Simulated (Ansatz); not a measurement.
# Ni wire along [111], 13 atoms a period: bands along the axis

What gap, if any, does the Ni wire along [111], 13 atoms a period have, and how many channels would it open?

Main program and level: Ansatz 0.2.0; DFT PBE, plane waves, PAW; relaxation of a wire's period; PAW set soft_1, in the first sound run; inputs show where later runs differ.

## 1. The starting structure

The cell holds 13 atoms: 13 Ni. Its edges and angles: a = 11.778 Å, b = 11.111 Å, c = 6.097 Å, α = 90.0°, β = 90.0°, γ = 90.0°. Vacuum lies along a and b. The structure's axis is c.

Coordinates:

```cif
data_structure
_symmetry_space_group_name_H-M 'P 1'
_symmetry_Int_Tables_number 1
_cell_length_a 11.7780
_cell_length_b 11.1110
_cell_length_c 6.0968
_cell_angle_alpha 90.000
_cell_angle_beta 90.000
_cell_angle_gamma 90.000
_cell_volume 797.86
loop_
_atom_site_label
_atom_site_type_symbol
_atom_site_fract_x
_atom_site_fract_y
_atom_site_fract_z
_atom_site_occupancy
Ni1 Ni 0.28867 0.50000 0.00000 1
Ni2 Ni 0.39434 0.69401 0.00000 1
Ni3 Ni 0.50000 0.50000 0.00000 1
Ni4 Ni 0.60567 0.69401 0.00000 1
Ni5 Ni 0.39434 0.43534 0.33333 1
Ni6 Ni 0.50000 0.62934 0.33333 1
Ni7 Ni 0.60567 0.43534 0.33333 1
Ni8 Ni 0.39434 0.56467 0.66667 1
Ni9 Ni 0.50000 0.37067 0.66667 1
Ni10 Ni 0.60567 0.56467 0.66667 1
Ni11 Ni 0.39434 0.30600 0.00000 1
Ni12 Ni 0.60567 0.30600 0.00000 1
Ni13 Ni 0.71133 0.50000 0.00000 1
```

## 2. The relaxed wire

Band widths follow the bond lengths, so the wire is relaxed first. The atoms and the third cell vector are free; the box across stays fixed as vacuum. Moments are seeded so that a magnetic state can form if it lies lower. A Fermi-Dirac smearing is set since the result may be a metal. The pressure printed is a third of the stress's trace over the whole box, vacuum included; only the stress along the axis is relaxed.

Input file input.yaml:

```yaml
crystal:
  lattice:
    - [11.778, 0.0, 0.0]
    - [0.0, 11.111, 0.0]
    - [0.0, 0.0, 6.0968188426]
  atoms:
    - { symbol: Ni, position: [0.288673799, 0.500004588, 0.0], spin: 0.8 }
    - { symbol: Ni, position: [0.394337573, 0.694006115, 0.0], spin: 0.8 }
    - { symbol: Ni, position: [0.500001347, 0.500004588, 0.0], spin: 0.8 }
    - { symbol: Ni, position: [0.605665122, 0.694006115, 0.0], spin: 0.8 }
    - { symbol: Ni, position: [0.394337573, 0.435337412, 0.333333333], spin: 0.8 }
    - { symbol: Ni, position: [0.500001347, 0.629338939, 0.333333333], spin: 0.8 }
    - { symbol: Ni, position: [0.605665122, 0.435337412, 0.333333333], spin: 0.8 }
    - { symbol: Ni, position: [0.394337573, 0.564671764, 0.666666667], spin: 0.8 }
    - { symbol: Ni, position: [0.500001347, 0.370670236, 0.666666667], spin: 0.8 }
    - { symbol: Ni, position: [0.605665122, 0.564671764, 0.666666667], spin: 0.8 }
    - { symbol: Ni, position: [0.394337573, 0.30600306, 0.0], spin: 0.8 }
    - { symbol: Ni, position: [0.605665122, 0.30600306, 0.0], spin: 0.8 }
    - { symbol: Ni, position: [0.711328896, 0.500004588, 0.0], spin: 0.8 }
magnetization:
  spin_polarized: true
kpoints:
  mp_grid: { grid: [1, 1, 14] }
scf:
  occupations: { method: fermi_dirac, width: 0.05 }
hamiltonian:
  xc: pbe
  pseudopotentials: { kind: paw, azcp: { folder: soft_1 } }
relax:
  cell: { fix: [a, b, alpha, beta, gamma] }
  max_steps: 45
  f_tol: 0.03
```

Run with:

```sh
> ansatz run input.yaml --threads 4 --pin off --max-ram 16384MiB --backend cpu --events-out ev --progress --plain --runs-dir out
```

Numbers of over 12 decimals in the logs are rounded to 6 here.

The log of the run:

```text
Engine: ansatz 0.2.0, x86_64-unknown-linux-gnu
Pseudopotentials: kind: paw
Pseudopotential: Ni, paw, valence charge 18, recommended cutoff 420 eV (normal), soft_1/Ni.paw.azcp
Functional definition: PBE
  parameter kappa = 0.804
  parameter beta = 0.066725
  exchange = pbe_x(kappa = kappa, mu = beta*pi^2/3)
  correlation = pbe_c(beta = beta)
Crystal: 13 atoms, lattice volume = 797.862 Å³
Basis set: ecut = 420 eV, 15563 PW (Γ), exchange–correlation on 160×150×90 points (8 copies of the dense FFT grid, shifted against one another)
Bands: 147, of which v1, the nominal top of the filled ones, is band 117 counted from 1 (116 counted from 0)
Symmetry: 4 space group operations
Space group: P2/m (ITA 10), of the structure as read, at distance tolerance 9.3e-5 Å
Magnetic group: BNS 10.42 (UNI 49), of the structure as read, at distance tolerance 9.3e-5 Å
k-points: 8 of 14
Non-local potential: Ni, projectors of the file, l = 0: 3, l = 1: 2, l = 2: 3, l = 3: 1
PAW form: soft (Blöchl's): semilocal exchange-correlation on the pseudo side does not see the compensation charge
PAW one-centre angular grid: Ni, 590 points (default); XC on 64 Gauss nodes
Initial density: superposition of atomic densities (neutral atoms: chi_scale 0, normalization atom)
Starting moments: Σ|m| = 10.4 μB on 13 of 13 sites
Initial wavefunctions: pseudopotential atomic-orbital guess
Functional: x = pbe(κ = 0.804, μ = 0.219515), c = pbe(β = 0.066725)
SCF iter   1: F=—  HF=-75884.553657 eV  |F-HF|=—  |Δ(HF+E_count)|=         —  Δρ=2.42e-2 (↑2.42e-2 ↓1.62e-2)  dr2=2.93e1  dr2_m=5.16e-1  M=9.999 μB ∫|m|=10.662 μB  β_m=0.30  ethr=3.10e-3  ⟨swp⟩=8.9  Hψ=11144  notcnv=0  defer=56
Mixer restart at iter 1: flushing history
preconditioner: auto → LDOS  [metal: Δε(μ)=0.008 eV  Ē_g=5.316 eV  σ=0.050 eV  W_gap=0.04  n_scr=150 (ndim 8)  ℏωp=15.0 eV  f_vac=0.662  D(μ)=45.13/eV (n_scr^D=446)]
spin=Collinear: LDOS preconditioning applied to the charge; magnetization (m = ρ↑ − ρ↓) channel mixes plain (no charge-response kernel on spin).
SCF iter   2: F=—  HF=-75887.872383 eV  |F-HF|=—  |Δ(HF+E_count)|=    3.32e0  Δρ=1.57e-2 (↑1.57e-2 ↓9.12e-3)  dr2=7.46e0  dr2_m=3.84e-1  M=10.335 μB ∫|m|=11.074 μB  β_m=0.42  ethr=3.10e-3  ⟨swp⟩=3.0  Hψ=4070  notcnv=0  defer=208
SCF iter   3: F=—  HF=-75895.499834 eV  |F-HF|=—  |Δ(HF+E_count)|=    7.63e0  Δρ=5.52e-3 (↑4.12e-3 ↓5.52e-3)  dr2=3.47e-1  dr2_m=1.02e-1  M=10.480 μB ∫|m|=11.437 μB  β_m=0.50  ethr=3.10e-3  ⟨swp⟩=3.0  Hψ=3666  notcnv=0  defer=208
SCF iter   4: F=—  HF=-75897.178407 eV  |F-HF|=—  |Δ(HF+E_count)|=    1.68e0  Δρ=4.21e-3 (↑3.33e-3 ↓4.21e-3)  dr2=3.40e-1  dr2_m=2.14e-2  M=9.910 μB ∫|m|=11.151 μB  β_m=0.71  ethr=1.48e-4  ⟨swp⟩=2.6  Hψ=3945  notcnv=0  defer=213
SCF iter   5: F=—  HF=-75898.133180 eV  |F-HF|=—  |Δ(HF+E_count)|=   9.55e-1  Δρ=3.01e-3 (↑3.00e-3 ↓3.01e-3)  dr2=9.48e-2  dr2_m=4.63e-2  M=9.371 μB ∫|m|=10.898 μB  β_m=0.81  ethr=1.45e-4  ⟨swp⟩=3.5  Hψ=4381  notcnv=0  defer=213
SCF iter   6: F=—  HF=-75898.195972 eV  |F-HF|=—  |Δ(HF+E_count)|=         —  Δρ=7.08e-3 (↑3.11e-3 ↓7.08e-3)  dr2=1.33e-1  dr2_m=1.73e-1  M=8.722 μB ∫|m|=10.285 μB  β_m=0.81  ethr=4.05e-5  ⟨swp⟩=2.0  Hψ=3988  notcnv=0  defer=218
SCF iter   7: F=—  HF=-75898.200538 eV  |F-HF|=—  |Δ(HF+E_count)|=   4.57e-3  Δρ=3.92e-3 (↑1.74e-3 ↓3.92e-3)  dr2=9.78e-2  dr2_m=2.95e-2  M=8.633 μB ∫|m|=10.159 μB  β_m=0.91  ethr=4.05e-5  ⟨swp⟩=2.0  Hψ=2936  notcnv=0  defer=218
SCF iter   8: F=—  HF=-75898.210581 eV  |F-HF|=—  |Δ(HF+E_count)|=   1.00e-2  Δρ=8.07e-4 (↑3.14e-4 ↓8.07e-4)  dr2=3.37e-3  dr2_m=1.68e-3  M=8.556 μB ∫|m|=10.075 μB  β_m=0.95  ethr=4.05e-5  ⟨swp⟩=2.0  Hψ=3621  notcnv=0  defer=218
SCF iter   9: F=—  HF=-75898.211235 eV  |F-HF|=—  |Δ(HF+E_count)|=   6.54e-4  Δρ=6.08e-4 (↑2.97e-4 ↓6.08e-4)  dr2=2.85e-3  dr2_m=5.59e-4  M=8.563 μB ∫|m|=10.072 μB  β_m=0.91  ethr=1.44e-6  ⟨swp⟩=2.0  Hψ=4121  notcnv=0  defer=218
SCF iter  10: F=—  HF=-75898.210916 eV  |F-HF|=—  |Δ(HF+E_count)|=   3.19e-4  Δρ=3.50e-4 (↑2.54e-4 ↓3.50e-4)  dr2=5.70e-4  dr2_m=5.77e-4  M=8.561 μB ∫|m|=10.060 μB  β_m=0.92  ethr=1.22e-6  ⟨swp⟩=2.0  Hψ=3391  notcnv=0  defer=218
SCF iter  11: F=—  HF=-75898.210830 eV  |F-HF|=—  |Δ(HF+E_count)|=   8.56e-5  Δρ=7.73e-5 (↑3.79e-5 ↓7.73e-5)  dr2=7.54e-5  dr2_m=1.10e-5  M=8.553 μB ∫|m|=10.048 μB  β_m=0.80  ethr=2.44e-7  ⟨swp⟩=2.0  Hψ=3384  notcnv=0  defer=218
SCF iter  12: F=—  HF=-75898.210826 eV  |F-HF|=—  |Δ(HF+E_count)|=   4.24e-6  Δρ=5.17e-5 (↑2.63e-5 ↓5.17e-5)  dr2=3.20e-5  dr2_m=5.50e-6  M=8.553 μB ∫|m|=10.048 μB  β_m=0.69  ethr=3.22e-8  ⟨swp⟩=2.0  Hψ=3445  notcnv=0  defer=218
SCF iter  13: F=—  HF=-75898.210823 eV  |F-HF|=—  |Δ(HF+E_count)|=   3.20e-6  Δρ=2.96e-5 (↑1.26e-5 ↓2.96e-5)  dr2=7.85e-6  dr2_m=1.06e-6  M=8.553 μB ∫|m|=10.047 μB  β_m=0.59  ethr=1.37e-8  ⟨swp⟩=2.0  Hψ=3392  notcnv=0  defer=218
SCF iter  14: F=—  HF=-75898.210823 eV  |F-HF|=—  |Δ(HF+E_count)|=   3.32e-7  Δρ=5.48e-6 (↑4.38e-6 ↓5.48e-6)  dr2=1.56e-7  dr2_m=1.44e-7  M=8.553 μB ∫|m|=10.047 μB  β_m=0.78  ethr=3.36e-9  ⟨swp⟩=2.0  Hψ=3314  notcnv=0  defer=218
SCF iter  15: F=—  HF=-75898.210824 eV  |F-HF|=—  |Δ(HF+E_count)|=   2.81e-7  Δρ=4.62e-6 (↑1.62e-6 ↓4.62e-6)  dr2=1.61e-7  dr2_m=5.15e-8  M=8.554 μB ∫|m|=10.048 μB  β_m=0.77  ethr=6.65e-11  ⟨swp⟩=3.1  Hψ=5199  notcnv=0  defer=218
SCF iter  16: F=—  HF=-75898.210824 eV  |F-HF|=—  |Δ(HF+E_count)|=   9.56e-9  Δρ=2.02e-6 (↑1.45e-6 ↓2.02e-6)  dr2=3.91e-8  dr2_m=6.85e-9  M=8.554 μB ∫|m|=10.048 μB  β_m=0.66  ethr=6.65e-11  ⟨swp⟩=2.0  Hψ=3430  notcnv=0  defer=218
SCF iter  17: F=-75898.210823 eV  HF=-75898.210824 eV  |F-HF|=4.93e-8  |Δ(HF+E_count)|=   4.61e-9  Δρ=1.99e-6 (↑7.49e-7 ↓1.99e-6)  dr2=5.37e-8  dr2_m=3.80e-9  M=8.554 μB ∫|m|=10.048 μB  ethr=1.67e-11  ⟨swp⟩=2.0  Hψ=6574  notcnv=0
SCF 1 converged in 17 iterations: F = -75898.210823 eV  dr2 = 5.37e-8
  greatest PAW one-centre occupation: 1.001 electrons in one spin orbital (limit 2), on the Ni atom at site 11 (counted from 0), in its partial waves of l = 1
relax step   1: F+E_penalty+E_count = -75898.21082349 eV  Δ(F+E_penalty+E_count) = +0.000e0 eV  max|allowed force component| = 1.220e0 eV/Å  Δτ_max = 0.0000 Å  P = -2.612 GPa  Ω = 797.862 Å³  fix = [a, b, alpha, beta, gamma]  reactions: a -2.372, b -2.388 GPa; alpha -0.004 GPa/rad  (17 SCF iters, dr2 threshold 1.00e-7 eV, accepted)
Crystal: 13 atoms, lattice volume = 780.269 Å³
Basis set: ecut = 420 eV, 15201 PW (Γ), exchange–correlation on 160×150×90 points (8 copies of the dense FFT grid, shifted against one another)
Initial density: handed on by an earlier stage of this run
[...]
preconditioner: auto → LDOS  [metal: Δε(μ)=0.060 eV  Ē_g=5.127 eV  σ=0.050 eV  W_gap=0.29  n_scr=38 (ndim 8)  ℏωp=15.4 eV  f_vac=0.699  D(μ)=21.25/eV (n_scr^D=142)]
spin=Collinear: LDOS preconditioning applied to the charge; magnetization (m = ρ↑ − ρ↓) channel mixes plain (no charge-response kernel on spin).
SCF iter   2: F=—  HF=-75899.186804 eV  |F-HF|=—  |Δ(HF+E_count)|=   2.59e-4  Δρ=4.33e-5 (↑4.33e-5 ↓4.19e-5)  dr2=7.18e-5  dr2_m=1.39e-7  M=8.280 μB ∫|m|=9.651 μB  β_m=0.60  ethr=9.59e-8  ⟨swp⟩=1.9  Hψ=2570  notcnv=0
SCF iter   3: F=—  HF=-75899.186807 eV  |F-HF|=—  |Δ(HF+E_count)|=   2.42e-6  Δρ=2.68e-5 (↑2.68e-5 ↓1.56e-5)  dr2=5.77e-6  dr2_m=1.66e-6  M=8.278 μB ∫|m|=9.648 μB  β_m=0.69  ethr=3.07e-8  ⟨swp⟩=2.0  Hψ=2615  notcnv=0
SCF iter   4: F=—  HF=-75899.186813 eV  |F-HF|=—  |Δ(HF+E_count)|=   6.49e-6  Δρ=1.84e-5 (↑8.96e-6 ↓1.84e-5)  dr2=5.39e-6  dr2_m=3.75e-7  M=8.277 μB ∫|m|=9.647 μB  β_m=0.61  ethr=2.47e-9  ⟨swp⟩=2.2  Hψ=4257  notcnv=0
SCF iter   5: F=—  HF=-75899.186813 eV  |F-HF|=—  |Δ(HF+E_count)|=   1.64e-7  Δρ=1.29e-5 (↑1.29e-5 ↓5.49e-6)  dr2=1.30e-6  dr2_m=1.49e-7  M=8.277 μB ∫|m|=9.647 μB  β_m=0.55  ethr=2.30e-9  ⟨swp⟩=2.0  Hψ=4231  notcnv=0
SCF iter   6: F=—  HF=-75899.186813 eV  |F-HF|=—  |Δ(HF+E_count)|=   1.50e-7  Δρ=4.24e-6 (↑2.31e-6 ↓4.24e-6)  dr2=9.98e-8  dr2_m=4.57e-8  M=8.276 μB ∫|m|=9.646 μB  β_m=0.63  ethr=5.54e-10  ⟨swp⟩=2.2  Hψ=3390  notcnv=0
SCF iter   7: F=—  HF=-75899.186813 eV  |F-HF|=—  |Δ(HF+E_count)|=   2.88e-8  Δρ=1.70e-6 (↑1.62e-6 ↓1.70e-6)  dr2=1.89e-8  dr2_m=1.18e-8  M=8.276 μB ∫|m|=9.646 μB  β_m=0.73  ethr=4.27e-11  ⟨swp⟩=3.1  Hψ=4512  notcnv=0
SCF iter   8: F=—  HF=-75899.186813 eV  |F-HF|=—  |Δ(HF+E_count)|=   9.66e-9  Δρ=5.46e-7 (↑4.66e-7 ↓5.46e-7)  dr2=3.18e-9  dr2_m=1.43e-9  M=8.276 μB ∫|m|=9.646 μB  β_m=0.81  ethr=8.06e-12  ⟨swp⟩=2.4  Hψ=4113  notcnv=0
SCF iter   9: F=—  HF=-75899.186813 eV  |F-HF|=—  |Δ(HF+E_count)|=   3.04e-7  Δρ=5.24e-7 (↑5.24e-7 ↓3.46e-7)  dr2=3.66e-9  dr2_m=3.37e-10  M=8.276 μB ∫|m|=9.646 μB  β_m=0.66  ethr=1.36e-12  ⟨swp⟩=3.5  Hψ=5394  notcnv=0
SCF iter  10: F=—  HF=-75899.186813 eV  |F-HF|=—  |Δ(HF+E_count)|=   1.14e-9  Δρ=2.14e-7 (↑1.27e-7 ↓2.14e-7)  dr2=1.91e-10  dr2_m=1.60e-10  M=8.276 μB ∫|m|=9.646 μB  β_m=0.83  ethr=1.36e-12  ⟨swp⟩=2.4  Hψ=3448  notcnv=0
SCF iter  11: F=—  HF=-75899.186813 eV  |F-HF|=—  |Δ(HF+E_count)|=  4.37e-10  Δρ=1.50e-7 (↑1.50e-7 ↓3.90e-8)  dr2=1.15e-10  dr2_m=3.61e-11  M=8.276 μB ∫|m|=9.646 μB  β_m=0.91  ethr=1.00e-12  ⟨swp⟩=2.0  Hψ=3314  notcnv=0
SCF iter  12: F=—  HF=-75899.186813 eV  |F-HF|=—  |Δ(HF+E_count)|=  2.91e-11  Δρ=1.11e-7 (↑4.94e-8 ↓1.11e-7)  dr2=1.90e-10  dr2_m=8.53e-12  M=8.276 μB ∫|m|=9.646 μB  β_m=0.78  ethr=1.00e-12  ⟨swp⟩=1.0  Hψ=2352  notcnv=0
SCF iter  13: F=-75899.186813 eV  HF=-75899.186813 eV  |F-HF|=7.28e-11  |Δ(HF+E_count)|=  1.46e-11  Δρ=4.06e-8 (↑2.68e-8 ↓4.06e-8)  dr2=1.73e-11  dr2_m=2.13e-12  M=8.276 μB ∫|m|=9.646 μB  ethr=1.00e-12  ⟨swp⟩=3.1  Hψ=7623  notcnv=0
SCF 6 converged in 13 iterations: F = -75899.186813 eV  dr2 = 1.73e-11
relax step   6: F+E_penalty+E_count = -75899.18681298 eV  Δ(F+E_penalty+E_count) = +6.394e-3 eV  max|allowed force component| = 1.527e-3 eV/Å  Δτ_max = 0.0000 Å  P = +0.018 GPa  Ω = 759.158 Å³  fix = [a, b, alpha, beta, gamma]  reactions: a +0.027, b +0.021 GPa; alpha -0.003 GPa/rad  stress off target by 5.90e-3 GPa on what of the cell is left free  SCF on the basis re-selected at this cell (its energy is not comparable with the rows above)  (13 SCF iters)
basis re-selected at this cell: Δ(F+E_penalty+E_count) = +6.394e-3 eV, ΔP = +0.008 GPa vs the last step (what re-selecting the basis moved, of the pressure what is left beyond the Pulay correction that the steps carried, after the strain that the cell walked since its last selection, with what the two solves' SCF thresholds leave and, on support functions, any second-order correction that the steps lacked; it is no measure of the basis error at this ecutwfc). The dense FFT grid was sized anew with the basis: this SCF ran on 80×75×40 points, the steps before it on 80×75×45, so part of this shift can come from that change (see relax.cell in the input reference). [rest of the remark cut]
SCF converged after 13 iterations
Magnetization: 8.2761 μB (121.1381 up, 112.8619 down)
Absolute magnetization: 9.6565 μB (∫|ρ↑−ρ↓|, with the PAW one-centre terms)
Spin contamination: 0.1442 ħ² per cell (⟨S²⟩ above its minimum at these occupations)
Per-site moments (μB) at R_I (Å): [(0.694012, 0.977476), (0.691348, 0.977476), (0.306079, 0.977826), (0.691348, 0.977476), (0.718745, 0.965911), (0.717260, 0.965911), (0.718745, 0.965911), (0.718745, 0.965911), (0.717260, 0.965911), (0.718745, 0.965911), (0.691348, 0.977476), (0.691348, 0.977476), (0.694012, 0.977476)]
Free energy (F): -75899.186813 eV
Harris-Foulkes:  -75899.186813 eV  (|F-HF|=7.28e-11)
Internal energy: -75898.998924 eV  (E = F + TS)
E sigma→0 (E₀):  -75899.092868 eV
Entropy (-TS):   -0.187889 eV (-14.453 meV/atom)
Fermi energy:    0.093215 eV
--- Per-component energies (eV) ---
  E_band       = -7827.549176
  E_kinetic    = 4408.072929
  E_local      = -170802.923576  (includes V_loc(G=0)·N_el)
  E_nonlocal   = -1481.217966
  E_hartree    = 84899.634142
  E_xc         = -1441.558376
  E_vxc        = -1857.341514  (∫ρ·V_xc dr)
  E_paw        = -21595.575728  (= ΣΔE_a)
  E_vpaw       = -7893.418277  (= ΣTr[D̂ρ^β])
  E_aug_tail   = 0.011915  (compensation charges beyond the density's cutoff)
  E_ewald      = 30114.557737
  E_smearing   = -0.187889  (= −TS)
  E_closure    = -0.000000  (closes the sum)
  Σ components = -75899.186813   (vs F -75899.186813, Δ=0.00e0)
--- Forces (eV/Å), atoms counted from 1 ---
  atom   1  Ni     0.00147561     0.00000000     0.00000000
  atom   2  Ni     0.00056930    -0.00143757     0.00017789
  atom   3  Ni     0.00000000     0.00000000     0.00000000
  atom   4  Ni    -0.00056930    -0.00143757     0.00017789
  atom   5  Ni     0.00071456     0.00032419    -0.00150772
  atom   6  Ni     0.00000000    -0.00080962    -0.00152669
  atom   7  Ni    -0.00071456     0.00032419    -0.00150772
  atom   8  Ni     0.00071456    -0.00032419     0.00150772
  atom   9  Ni     0.00000000     0.00080962     0.00152669
  atom  10  Ni    -0.00071456    -0.00032419     0.00150772
  atom  11  Ni     0.00056930     0.00143757    -0.00017789
  atom  12  Ni    -0.00056930     0.00143757    -0.00017789
  atom  13  Ni    -0.00147561     0.00000000     0.00000000
  max |Σ_I F_I| component: 4.88e-19 eV/Å
--- Stress (GPa, compression-positive) ---
        0.026871       0.000000       0.000000
        0.000000       0.021088       0.003380
        0.000000       0.003380       0.005902
  P = ⅓ Tr σ = 0.0180 GPa (0.180 kbar)
--- Relaxed structure (5 steps of the walk, 5 accepted, 1 SCFs on fresh bases) ---
  F+E_penalty+E_count = -75899.18681298 eV   max|allowed force component| = 1.527e-3 eV/Å   (the final SCF, on the basis selected at the relaxed cell)
  cell:  # Å, volume = 759.1581 Å³
    - [11.778, 0.0, 0.0]
    - [0.0, 11.111, 0]
    - [0.0, 0, 5.801062]
  atoms:
    - { symbol: Ni, position: [0.298706, 0.5, 0] }
    - { symbol: Ni, position: [0.399281, 0.684710, 0.00012178] }
    - { symbol: Ni, position: [0.5, 0.5, 0] }
    - { symbol: Ni, position: [0.600719, 0.684710, 0.00012178] }
    - { symbol: Ni, position: [0.397342, 0.437192, 0.337944] }
    - { symbol: Ni, position: [0.5, 0.625598, 0.337977] }
    - { symbol: Ni, position: [0.602658, 0.437192, 0.337944] }
    - { symbol: Ni, position: [0.397342, 0.562808, 0.662056] }
    - { symbol: Ni, position: [0.5, 0.374402, 0.662023] }
    - { symbol: Ni, position: [0.602658, 0.562808, 0.662056] }
    - { symbol: Ni, position: [0.399281, 0.315290, -0.00012178] }
    - { symbol: Ni, position: [0.600719, 0.315290, -0.00012178] }
    - { symbol: Ni, position: [0.701294, 0.5, 0] }
```

It took 3 min on 4 threads of Intel Xeon Platinum 8488C (Sapphire Rapids), shared host; peak memory 3 GiB; 11 min of CPU time.

(Continued in part 2 of 2.)

[Logs are printed without paths, hosts, clocks, repeated set-up lines and the standing remarks that a program may print on its own settings, such as how far it seeks lower states.]

[Hosts, paths, dates, database ids (printed as entryN), source tags and the programs' standing remarks are cut or masked in the printed files.]
